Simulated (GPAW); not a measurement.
# Near-edge structure at the Zn K edge of zinc-blende (ZnS)₁₋ₓ(ZnSe)ₓ at x = 0.875, part 2 of 3

What does the Zn K edge look like in zinc-blende (ZnS)₁₋ₓ(ZnSe)ₓ at x = 0.875?

GPAW 26.7.0; X-ray absorption from dipole matrix elements to empty bands, plane-wave PAW LDA.

So far. Step 3 (The field without a hole): The mesh shows a gap of 1.09 eV. The excited electron is kept all the same, so that all members of the series, with or without a gap, are treated alike.

## Step 5: Spectrum with XCH, Zn atom 1

The holes are 8.0 Å apart. In GPAW the data set carries the hole's charge, so charge=0 means a charged cell and charge=-1 a neutral one. The excited electron is kept in the cell, where it fills the lowest empty states and screens the hole. After the field has converged, empty bands are computed with the density fixed and the dipole matrix elements are summed.

The absorber has 4 Se at 2.44 Å (tetrahedral).

The input, xas.py:

```python
import numpy as np
from ase import Atoms
from ase.parallel import parprint, paropen
from gpaw import GPAW, PW, FermiDirac, Mixer, MixerDif, setup_paths
from gpaw.test import gen
setup_paths.insert(0, '.')
gen('Zn', name='fch1s', xcname='LDA', corehole=(1, 0, 1), write_xml=True)
from gpaw.mpi import world
world.barrier()

atoms = Atoms('ZnSeZnSeZnSeZnSeZnSeZnSeZnSeZnS',
    cell=[[0, 5.63575, 5.63575],
     [5.63575, 0, 5.63575],
     [5.63575, 5.63575, 0]],
    scaled_positions=[[0.9999124, 0.9987808, 0.9994707],
     [0.1243002, 0.1247919, 0.1250843],
     [0.9991011, 0.9987358, 0.5003592],
     [0.124718, 0.1245619, 0.6241181],
     [0.002002, 0.500002, 0.0001613],
     [0.1271466, 0.6238079, 0.1258299],
     [0.9866402, 0.5027615, 0.5042466],
     [0.1235494, 0.6236838, 0.6251597],
     [0.4993329, 0.0005641, 0.0005661],
     [0.6247756, 0.1256655, 0.1254688],
     [0.5029215, 0.9900004, 0.5034452],
     [0.6238092, 0.1254304, 0.6251532],
     [0.5060329, 0.5040201, 0.9884917],
     [0.6262205, 0.6253988, 0.1245234],
     [0.5014544, 0.5036733, 0.5026425],
     [0.6232363, 0.6253543, 0.6244951]],
    pbc=True)
atoms.calc = calc = GPAW(legacy_gpaw=True, mode=PW(400, force_complex_dtype=True), xc='LDA', setups={0: 'fch1s'},
    kpts={'size': (3, 3, 3), 'gamma': True}, occupations=FermiDirac(0.04),
    charge=-1, mixer=Mixer(0.1, 5, 50), maxiter=150,
    convergence={'density': 0.0001, 'eigenstates': 1e-6}, txt='scf.txt')
energy = atoms.get_potential_energy() + calc.get_reference_energy()
ef = calc.get_fermi_level()
out = dict(energy=energy, fermi=ef, forces=atoms.get_forces().tolist())
parprint(f'all-electron energy {energy:.4f} eV, Fermi level {ef:.4f} eV')
ev = np.array([[calc.get_eigenvalues(k, s) for k in range(len(calc.get_ibz_k_points()))] for s in range(calc.get_number_of_spins())])
out['homo'], out['lumo'], out['counts'] = ev[ev < ef].max(), ev[ev > ef].min(), sorted(set((ev < ef).sum((0, 2)).tolist()))
out['filled'] = (ev[:, 0] < ef).sum(1).tolist()

from ase.units import Ha
from gpaw.xas import dipole_matrix_elements
nb = int(calc.get_number_of_electrons() / 2) + 183
top, nb = nb, nb + 8 + nb // 12
nscf = calc.fixed_density(kpts={'size': (4, 4, 4), 'gamma': True}, nbands=nb,
    convergence={'bands': top, 'eigenstates': 5e-3}, maxiter=60, txt='nscf.txt')
cell = atoms.cell.array
ops = [cell.T @ U.T @ np.linalg.inv(cell.T) for U in nscf.wfs.kd.symmetry.op_scc]
filled = [72]  # bands filled in the ground state, by spin
E = np.arange(-6, 30, 0.1)
fwhm = np.interp(E, [4, 25], [1.67, 3.5])
Y, X, zero, highest = 0, 0, 1e9, 1e9
for spin in range(nscf.get_number_of_spins()):
    wfs = nscf.wfs
    mine = wfs.bd.get_slice()  # this rank's bands
    A = dipole_matrix_elements(wfs.setups[0])
    eps = np.zeros((wfs.kd.nibzkpts, nb))
    d = np.zeros((3, A.shape[1], wfs.kd.nibzkpts, nb), complex)
    for kpt in wfs.kpt_u:
        if kpt.s == spin and 0 in kpt.P_ani:
            eps[kpt.k, mine] = kpt.eps_n * Ha
            d[:, :, kpt.k, mine] = (kpt.weight * wfs.nspins / 2) ** 0.5 * np.inner(A, kpt.P_ani[0])
    world.sum(eps)
    world.sum(d)
    T = np.einsum('amkn,bmkn->abkn', d, d.conj()).real
    T = sum(np.einsum('ai,ijkn,bj->abkn', R, T, R) for R in ops) / len(ops)
    empty = np.ones_like(eps, bool) & (np.arange(nb) >= filled[spin])
    zero, highest = min(zero, eps[empty].min()), min(highest, eps[:, top - 1].min())
    lines = [(eps, T, empty)] if spin == 0 else lines + [(eps, T, empty)]
for eps, T, empty in lines:
    f = np.einsum('aakn->akn', T).reshape(3, -1)
    x = eps.ravel() - zero
    w = np.interp(x, E, fwhm) / 2.35482
    g = np.exp(-0.5 * ((E[:, None] - x) / w) ** 2) / (w * (2 * np.pi) ** 0.5)
    Y = Y + (f * empty.ravel()) @ g.T
    X = X + (f * ~empty.ravel()) @ g.T
out.update(E=E.round(2).tolist(), xas=Y.tolist(), xes=X.tolist(), zero=zero, valid=highest - zero, nk=len(eps), nb=nb)
for i in range(0, len(E), 10):
    parprint(f'{E[i]:7.2f}', *(f'{v:10.3e}' for v in Y[:, i]))
import json
with paropen('out.json', 'w') as f:
    json.dump(out, f)
```

On the command line:

```console
$ OMP_NUM_THREADS=1 mpirun -n 4 gpaw python xas.py
```

Numbers of over 12 decimals in the logs are rounded to 6 here.

The log of the run:

```text
Input parameters:
  charge: -1
  convergence: {density: 0.0001,
                eigenstates: 1e-06}
  kpts: {gamma: True,
         size: (3, 3, 3)}
  maxiter: 150
  mixer: {backend: pulay,
          beta: 0.1,
          method: separate,
          nmaxold: 5,
          weight: 50}
  mode: {ecut: 400.0,
         force_complex_dtype: True,
         name: pw}
  occupations: {fixmagmom: False,
                name: fermi-dirac,
                width: 0.04}
  setups: {0: fch1s}

Initialize ...

[... PAW data sets ...]

Reference energy: -853568.338915  # eV

Spin-paired calculation

[... convergence settings ...]
Symmetries present (total): 1
  [... symmetry matrices ...]

27 k-points: 3 x 3 x 3 Monkhorst-Pack grid
14 k-points in the irreducible part of the Brillouin zone
       k-points in crystal coordinates                weights
   0:     0.00000000    0.00000000    0.00000000          1/27
   1:     0.00000000    0.00000000    0.33333333          2/27
   2:     0.00000000    0.33333333   -0.33333333          2/27
   3:     0.00000000    0.33333333    0.00000000          2/27
   4:     0.00000000    0.33333333    0.33333333          2/27
   5:     0.33333333   -0.33333333   -0.33333333          2/27
   6:     0.33333333   -0.33333333    0.00000000          2/27
   7:     0.33333333   -0.33333333    0.33333333          2/27
   8:     0.33333333    0.00000000   -0.33333333          2/27
   9:     0.33333333    0.00000000    0.00000000          2/27
          ...
  13:     0.33333333    0.33333333    0.33333333          2/27

Wave functions: Plane wave expansion
  Cutoff energy: 400.000 eV
  Number of coefficients (min, max): 6423, 6517
  Pulay-stress correction: 0.000000 eV/Ang^3 (de/decut=0.000000)
  Using FFTW library
  Wavefunction extrapolation:
    Improved wavefunction reuse through dual PAW basis

Occupation numbers: Fermi-Dirac:
  width: 0.0400  # eV

Eigensolver
   Davidson(niter=2)

Densities:
  Coarse grid: 40*40*40 grid
  Fine grid: 80*80*80 grid
  Total Charge: 0.000000

Density mixing:
  Method: separate
  Backend: pulay
  Linear mixing parameter: 0.1
  old densities: 5
  Width of damping distribution: 1.1
  Damping of long wavelength oscillations: 50

[... Hamiltonian set-up ...]
Number of atoms: 16
Number of atomic orbitals: 104
Number of bands in calculation: 91
Number of valence electrons: 145
Bands to converge: occupied

... initialized

Initializing position-dependent things.

Density initialized from atomic densities
Creating initial wave functions:
  91 bands from LCAO basis set

                                         Zn
                                Zn

                          Zn
                               Zn
                            S
                                Zn
                    Se
                        Zn
                     Se
             Se            Se

                  Se
         Zn
                    Se
              Zn
           Se

Atomic positions and initial magnetic moments

Positions:
   0 Zn    11.261646   11.268023   11.264135    ( 0.0000,  0.0000,  0.0000)
   1 Se     1.408240    1.405469    1.403821    ( 0.0000,  0.0000,  0.0000)
   2 Zn     8.448525    8.450583   11.259309    ( 0.0000,  0.0000,  0.0000)
   3 Se     4.219373    4.220253    1.404879    ( 0.0000,  0.0000,  0.0000)
   4 Zn     2.818795    0.012192    2.829169    ( 0.0000,  0.0000,  0.0000)
   5 Se     4.224771    1.425712    4.232192    ( 0.0000,  0.0000,  0.0000)
   6 Zn     5.675246    8.402265    8.393896    ( 0.0000,  0.0000,  0.0000)
[...]
13 Se     4.226374    4.231005    7.053813    ( 0.0000,  0.0000,  0.0000)
  14 Zn     5.671344    5.658839    5.664648    ( 0.0000,  0.0000,  0.0000)
  15 S      7.043839    7.031902    7.036744    ( 0.0000,  0.0000,  0.0000)

Unit cell:
           periodic     x           y           z      points  spacing
  1. axis:    yes    0.000000    5.635750    5.635750    40     0.1627
  2. axis:    yes    5.635750    0.000000    5.635750    40     0.1627
  3. axis:    yes    5.635750    5.635750    0.000000    40     0.1627

  Lengths:   7.970154   7.970154   7.970154
  Angles:   60.000000  60.000000  60.000000

Effective grid spacing dv^(1/3) = 0.1775

iter:   1   -70.031584
iter:   2   -68.574943   -0.32  -1.22
iter:   3   -66.566928   -1.10  -1.30
iter:   4   -66.548957   -1.96  -1.55
iter:   5   -66.473298   -1.86  -1.59
iter:   6   -66.433758   -2.78  -2.23
iter:   7   -66.419895c  -3.12  -2.30
iter:   8   -66.418351c  -3.88  -2.81
iter:   9   -66.415972c  -3.90  -2.94
iter:  10   -66.415732c  -4.85  -3.32
iter:  11   -66.415853c  -5.08  -3.50
iter:  12   -66.415740c  -5.18  -3.42
iter:  13   -66.415719c  -6.28c -3.62
iter:  14   -66.415701c  -6.20c -4.06c

Converged after 14 iterations.

Dipole moment: (-25.815103, -25.862371, -25.782963) |e|*Ang

Energy contributions relative to reference atoms: (reference = -853568.338915)

Kinetic:       +104.214015
Potential:      -91.057312
External:        +0.000000
XC:             -79.142930
Entropy (-ST):   -0.013755
Local:           -0.422597
SIC:             +0.000000
--------------------------
Free energy:    -66.422579
Extrapolated:   -66.415701

Showing only first 2 kpts
 Kpt  Band  Eigenvalues  Occupancy
  0    70      3.56713    2.00000
  0    71      3.56796    2.00000
  0    72      4.40564    2.00000
  0    73      5.41927    2.00000

  1    70      3.27997    2.00000
  1    71      3.30843    2.00000
  1    72      5.52316    1.99999
[...]
Fermi level: 6.01535

No gap
No difference between direct/indirect transitions

Forces in eV/Ang:
  0 Zn    0.00266   -0.00458    0.01034
  1 Se    0.18506    0.19732    0.18977
  2 Zn    0.01798    0.01071   -0.19321
  3 Se   -0.17708   -0.18761    0.21018
  4 Zn    0.01679   -0.21064   -0.00357
  5 Se   -0.19515    0.20410   -0.20275
  6 Zn    0.19264   -0.01056   -0.00253
[...]
13 Se    0.01058    0.00912   -0.03808
 14 Zn    0.01868    0.03066    0.02442
 15 S    -0.00552    0.00025   -0.00086
Scalar-relativistic atomic LDA calculation for Zn (Zinc, Z=30)
Core hole in 1s state (1s occupation: 1.0)
600 radial gridpoints.
|------------------------------------------------|
|------------------------------------------------|
[... the atom generator's iteration count ...]

Energy contributions:
-------------------------
Kinetic:    +1455.313461
XC:           -60.592874
Potential:  -2831.921453
-------------------------
Total:      -1437.200866

state      eigenvalue         ekin         rmax
-----------------------------------------------
1s^1.0 :  -362.370562   457.247084        0.033
2s^2.0 :   -45.586324    89.692358        0.186
2p^6.0 :   -40.551796    88.902557        0.147
3s^2.0 :    -5.578362    20.178333        0.572
3p^6.0 :    -3.921210    18.278078        0.568
3d^10.0:    -1.035193    13.091422        0.530
4s^2.0 :    -0.603317     2.163486        1.866
4p^0.0 :    -0.343743     1.345124        2.300
-----------------------------------------------
(units: Bohr and Hartree)

Generating PAW setup
Kinetic energy of the core from tauc = 1332.765430
Cutoffs:
rc(s)=2.430
rc(p)=2.400
rc(d)=2.230
rc(vbar)=2.260
rc(comp)=2.200
rc(nct)=2.430

Kinetic energy of the core states: 1320.072273
Charge: 1.0
Core electrons: 17.0
Valence electrons: 12.0
Pseudo-core charge: 0.063801
Shape function alpha=2.066
Pseudo-electron charge 3.436182
state    eigenvalue         norm
--------------------------------
4s(2) :    -0.603317     1.206269
*s    :     0.396683
4p(0) :    -0.343743     1.021921
*p    :     0.656257
3d(10):    -1.035193     0.095984
*d    :    -0.035193
--------------------------------

Diagonalizing with gridspacing h=0.050

state   all-electron     PAW
-------------------------------
4s:      -0.603317    -0.603615
4p:      -0.343743    -0.343956
3d:      -1.035193    -1.035651
*f:                   -0.018332
-------------------------------
all-electron energy -853634.7546 eV, Fermi level 6.0153 eV
[...]
27.00  1.536e-07  1.534e-07  1.538e-07
  28.00  1.550e-07  1.548e-07  1.552e-07
  29.00  1.529e-07  1.526e-07  1.530e-07
```

It took 6.6 min on 4 MPI ranks of Arm Neoverse V2, shared host; peak memory 0.84 GiB; 27 min of CPU time.

The Zn K spectrum, Zn atom 1, excited-electron core hole (neutral cell) (energy from the bottom of the conduction band, which holds the excited electron; intensity scaled to a mean of 1 over the first 20 eV):

```csv
E (eV),intensity
-2.0,0.00
-1.5,0.00
-1.0,0.00
-0.5,0.00
0.0,0.02
0.5,0.06
1.0,0.16
1.5,0.34
2.0,0.59
2.5,0.84
3.0,1.04
3.5,1.22
4.0,1.50
4.5,1.86
5.0,2.08
5.5,1.97
6.0,1.61
6.5,1.22
7.0,0.98
7.5,0.92
8.0,0.96
8.5,1.01
9.0,1.01
9.5,0.95
10.0,0.89
10.5,0.87
11.0,0.93
11.5,1.05
12.0,1.18
12.5,1.27
13.0,1.28
13.5,1.23
14.0,1.14
14.5,1.04
15.0,0.95
15.5,0.86
16.0,0.79
16.5,0.76
17.0,0.76
17.5,0.78
18.0,0.82
18.5,0.83
19.0,0.81
19.5,0.77
20.0,0.73
20.5,0.71
21.0,0.72
21.5,0.74
22.0,0.78
22.5,0.81
23.0,0.83
23.5,0.83
24.0,0.83
24.5,0.83
25.0,0.84
25.5,0.85
26.0,0.87
26.5,0.89
27.0,0.90
27.5,0.91
28.0,0.91
28.5,0.91
29.0,0.90
```

Main maxima below 28 eV (height): 5.0 eV (2.08), 8.8 eV (1.02), 12.8 eV (1.28) and 18.4 eV (0.83). A K edge sees empty p states on the absorber.

The total-energy difference is 9673.10 eV. One term is added: -30.82 eV, since the hole is spin-paired here and a spin-polarised one costs that much less in the free atom (computed apart). The photon energy is then 9642.28 eV. The tabulated edge of the element is 9659 eV. The functional leaves an error in such absolute values: in the free atom LDA prices this hole 19.1 eV below PBE (computed apart), and PBE is itself good to a few eV.

## Step 6: Reference energy of the cell

The absorbing element, whose data set is made anew, changes for the next run, so it gets a reference energy of its own.

The input, scf.py:

```python
import numpy as np
from ase import Atoms
from ase.parallel import parprint, paropen
from gpaw import GPAW, PW, FermiDirac, Mixer, MixerDif, setup_paths
from gpaw.test import gen
setup_paths.insert(0, '.')
gen('S', name='nch1s', xcname='LDA', corehole=(1, 0, 0), write_xml=True)
from gpaw.mpi import world
world.barrier()

atoms = Atoms('ZnSeZnSeZnSeZnSeZnSeZnSeZnSeZnS',
    cell=[[0, 5.63575, 5.63575],
     [5.63575, 0, 5.63575],
     [5.63575, 5.63575, 0]],
    scaled_positions=[[0.9999124, 0.9987808, 0.9994707],
     [0.1243002, 0.1247919, 0.1250843],
     [0.9991011, 0.9987358, 0.5003592],
     [0.124718, 0.1245619, 0.6241181],
     [0.002002, 0.500002, 0.0001613],
     [0.1271466, 0.6238079, 0.1258299],
     [0.9866402, 0.5027615, 0.5042466],
     [0.1235494, 0.6236838, 0.6251597],
     [0.4993329, 0.0005641, 0.0005661],
     [0.6247756, 0.1256655, 0.1254688],
     [0.5029215, 0.9900004, 0.5034452],
     [0.6238092, 0.1254304, 0.6251532],
     [0.5060329, 0.5040201, 0.9884917],
     [0.6262205, 0.6253988, 0.1245234],
     [0.5014544, 0.5036733, 0.5026425],
     [0.6232363, 0.6253543, 0.6244951]],
    pbc=True)
atoms.calc = calc = GPAW(legacy_gpaw=True, mode=PW(400, force_complex_dtype=True), xc='LDA', setups={15: 'nch1s'},
    kpts={'size': (3, 3, 3), 'gamma': True}, occupations=FermiDirac(0.02),
    charge=0, mixer=Mixer(0.1, 5, 50), maxiter=150,
    convergence={'density': 0.0001, 'eigenstates': 1e-6}, txt='scf.txt')
energy = atoms.get_potential_energy() + calc.get_reference_energy()
ef = calc.get_fermi_level()
out = dict(energy=energy, fermi=ef, forces=atoms.get_forces().tolist())
parprint(f'all-electron energy {energy:.4f} eV, Fermi level {ef:.4f} eV')
ev = np.array([[calc.get_eigenvalues(k, s) for k in range(len(calc.get_ibz_k_points()))] for s in range(calc.get_number_of_spins())])
out['homo'], out['lumo'], out['counts'] = ev[ev < ef].max(), ev[ev > ef].min(), sorted(set((ev < ef).sum((0, 2)).tolist()))
out['filled'] = (ev[:, 0] < ef).sum(1).tolist()
import json
with paropen('out.json', 'w') as f:
    json.dump(out, f)
```

On the command line:

```console
$ OMP_NUM_THREADS=1 mpirun -n 4 gpaw python scf.py
```

The log of the run:

```text
Input parameters:
  convergence: {density: 0.0001,
                eigenstates: 1e-06}
  kpts: {gamma: True,
         size: (3, 3, 3)}
  maxiter: 150
  mixer: {backend: pulay,
          beta: 0.1,
          method: separate,
          nmaxold: 5,
          weight: 50}
  mode: {ecut: 400.0,
         force_complex_dtype: True,
         name: pw}
  occupations: {fixmagmom: False,
                name: fermi-dirac,
[...]
3s(2) :    -0.634959     1.191395
*s    :     0.365041
3p(4) :    -0.261139     0.997058
*p    :     0.738861
*d    :     0.000000
--------------------------------

Diagonalizing with gridspacing h=0.050

state   all-electron     PAW
-------------------------------
3s:      -0.634959    -0.635587
3p:      -0.261139    -0.261554
*d:                    0.043150
*f:                    0.074695
-------------------------------
all-electron energy -863307.8546 eV, Fermi level 4.0715 eV
[key lines of the parts left out:]
Converged after 12 iterations.
Dipole moment: (-25.734177, -25.760995, -25.694611) |e|*Ang
Free energy:    -59.841541
Fermi level: 4.07151
```

Run time: 57 s. Hardware: 4 MPI ranks; peak memory 0.37 GiB; 3.8 min of CPU time.

Reference energy: -863307.855 eV with the cores included.

(Continued in part 3 of 3.)

[Banner, clock and machine lines of the logs are left out without a mark of their own.]

[Logs are printed without paths, hosts, clocks, repeated set-up lines and the standing remarks that a program may print on its own settings, such as how far it seeks lower states.]

[Hosts, paths, dates, database ids (printed as entryN), source tags and the programs' standing remarks are cut or masked in the printed files.]

[Lists of maxima count a maximum above −3 eV only where it reaches 4 % of the highest in the window and stands out from its surroundings by 2 % of it (1.5 % where it reaches 55 %); shoulders and weaker maxima are passed over, and of the rest the first, up to two pre-edge ones and the few strongest are named.]
